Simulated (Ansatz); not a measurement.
# Si, diamond: band edges under a change of volume

How fast do the gaps move when the cell is scaled evenly?

Calculated with Ansatz 0.2.0, r2SCAN, PAW files of the set soft_1, cutoff 600 eV, Fermi–Dirac smearing 0.02 eV, k-mesh 9×9×9, no spin polarisation, no spin-orbit coupling.

Reference cell, relaxed at zero pressure with r2SCAN (Fd-3m): a = 3.8495 Å, b = 3.8495 Å, c = 3.8495 Å, α = 60.00°, β = 60.00°, γ = 60.00°.

```csv
atom,x,y,z
Si,0.5000,0.5000,0.5000
Si,0.7500,0.7500,0.7500
```

Levels are read on the k-mesh and along lines from Γ to X = (0.5, 0, 0.5), L = (0.5, 0.5, 0.5), K = (0.375, 0.375, 0.75) and W = (0.5, 0.25, 0.75) in the reciprocal basis of this cell (the letters only name these points), and count from the highest filled level.

```
ln(V/V0)  gap (eV)  direct gap at Γ (eV)  lowest empty along Γ–X (Γ left out) (eV)  lowest empty at K (eV)  lowest empty at L (eV)
 −0.0619     0.658                 2.761                                     0.658                   1.339                   2.081
 −0.0408     0.699                 2.754                                     0.699                   1.373                   2.001
 −0.0202     0.738                 2.746                                     0.738                   1.403                   1.922
  0.0000     0.774                 2.738                                     0.774                   1.431                   1.845
  0.0198     0.808                 2.730                                     0.808                   1.457                   1.770
  0.0583     0.870                 2.711                                     0.870                   1.502                   1.623
```

**Question.** Fit the lowest empty level at K and give it at ln(V/V0) = 0.0392, a row left out above.

A straight line through the 6 rows: the means are −0.007467 for ln(V/V0) and 1.4175 for the level, Σ(Δx)² = 0.009361 and ΣΔxΔy = 0.01268, so the slope is 0.01268/0.009361 = 1.3542 and the intercept 1.4175 − (1.3542)(−0.007467) = 1.4276.

The slope is the volume deformation potential of this gap, 1.35 eV, as a mean over the range. The line gives 1.481 eV. The run itself gives 1.480 eV, so the estimate misses by 0.001 eV; the fitted rows themselves lie up to 0.005 eV off the law.

The rows curve: the slope runs from 1.61 between the first two to 1.17 eV between the last two, so the line is a mean over the range.

The gap lies below the direct one at Γ in every row. Semilocal functionals give gaps that are too small, and the error differs from valley to valley, so the order of close valleys can be wrong too.

[Logs are printed without paths, hosts, clocks, repeated set-up lines and the standing remarks that a program may print on its own settings, such as how far it seeks lower states.]
